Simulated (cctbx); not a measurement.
# Accept or mend?

Cell a = 3.5790 Å, b = 4.7520 Å, c = 12.2260 Å, α = 90.00°, β = 90.00°, γ = 90.00°; space group Immm (no. 71).

The data are simulated with cctbx, not measured: Mo Kα, λ = 0.71073 Å, to d = 0.65 Å, 70 % of the full sphere, strongest reflection 70000 counts, noise from counting, a 4 % proportional error and a noise floor of 8 counts (s.d.); no absorption.

An anisotropic refinement with weights 1/σ² prints:

```text
Rint 0.029, 21 unique reflections to 1.64 A
cycle     R1     wR2    GooF  max shift (A)
   1  0.0145  0.0311   1.715   0.00977
   2  0.0067  0.0178   0.983   0.00000
final R1 0.0067 wR2 0.0178 GooF 0.983  parameters 12  data/parameter 1.8
atom        x        y        z      Ueq    occ   su(xyz)  su(Uiso or U11)
Mo1    0.50000  0.00000  0.62332   0.0010  1.000  0.00017  0.0028  NPD
S1     0.50000  0.50000  0.71399   0.0089  1.000  0.00055  0.0058
P1     0.50000  0.75570  0.00000   0.0067  1.000  0.00149  0.0055
difference map: max 0.14 min -0.13 rms 0.04
Q1    0.0000  0.5000  0.3706    4    0.14  1.96 A from P1
Q2    0.0000  0.5000  0.2442    4    0.08  1.48 A from Mo1
Q3    0.0000  0.5000  0.1029    4    0.07  0.25 A from Mo1
Q4    0.0000  0.3333  0.0667    8    0.06  1.05 A from Mo1
Q5    0.0000  0.2571  0.0000    4    0.05  1.79 A from P1
```

**Question.** Can this result stand? If not, what is the likely fault?

Mend it. The fault: data cut at low resolution. Against the right model at the same level, R1 goes from 0.0093 to 0.0067 and GooF from 0.88 to 0.98 and Mo1 goes non-positive-definite. The atoms are right, but there are too few data for the parameters: R1 flatters and the s.u.s grow. Data per parameter fall from 21.3 to 1.8.

The compound is MoPS. The right model at the same level gives:

```text
Rint 0.030, 256 unique reflections to 0.65 A
cycle     R1     wR2    GooF  max shift (A)
   1  0.0115  0.0282   1.165   0.00023
   2  0.0093  0.0212   0.876   0.00000
final R1 0.0093 wR2 0.0212 GooF 0.876  parameters 12  data/parameter 21.3
atom        x        y        z      Ueq    occ   su(xyz)  su(Uiso or U11)
Mo1    0.50000  0.00000  0.62360   0.0056  1.000  0.00001  0.0001
S1     0.50000  0.50000  0.71326   0.0083  1.000  0.00003  0.0002
P1     0.50000  0.75369  0.00000   0.0077  1.000  0.00009  0.0002
difference map: max 0.53 min -0.47 rms 0.11
Q1    0.0000  0.5000  0.3790    4    0.54  1.89 A from P1
Q2    0.0000  0.2075  0.0000    4    0.44  1.80 A from P1
Q3    0.0000  0.3408  0.5000    4    0.32  0.41 A from P1
Q4    0.1389  0.3912  0.3255   16    0.31  1.47 A from S1
Q5    0.0000  0.5000  0.2013    4    0.30  0.95 A from Mo1
Q6    0.1795  0.0976  0.3033   16    0.30  1.36 A from S1
```

Isotropic U is held between 0.0001 and 1 Å² by the program, and listed peak heights are interpolated, so they can pass the grid's maximum.

This is a model crystal, built by substitution and not relaxed, with assumed displacement parameters.

[Middle refinement cycles are left out of these outputs.]

[Logs are printed without paths, hosts, clocks, repeated set-up lines and the standing remarks that a program may print on its own settings, such as how far it seeks lower states.]
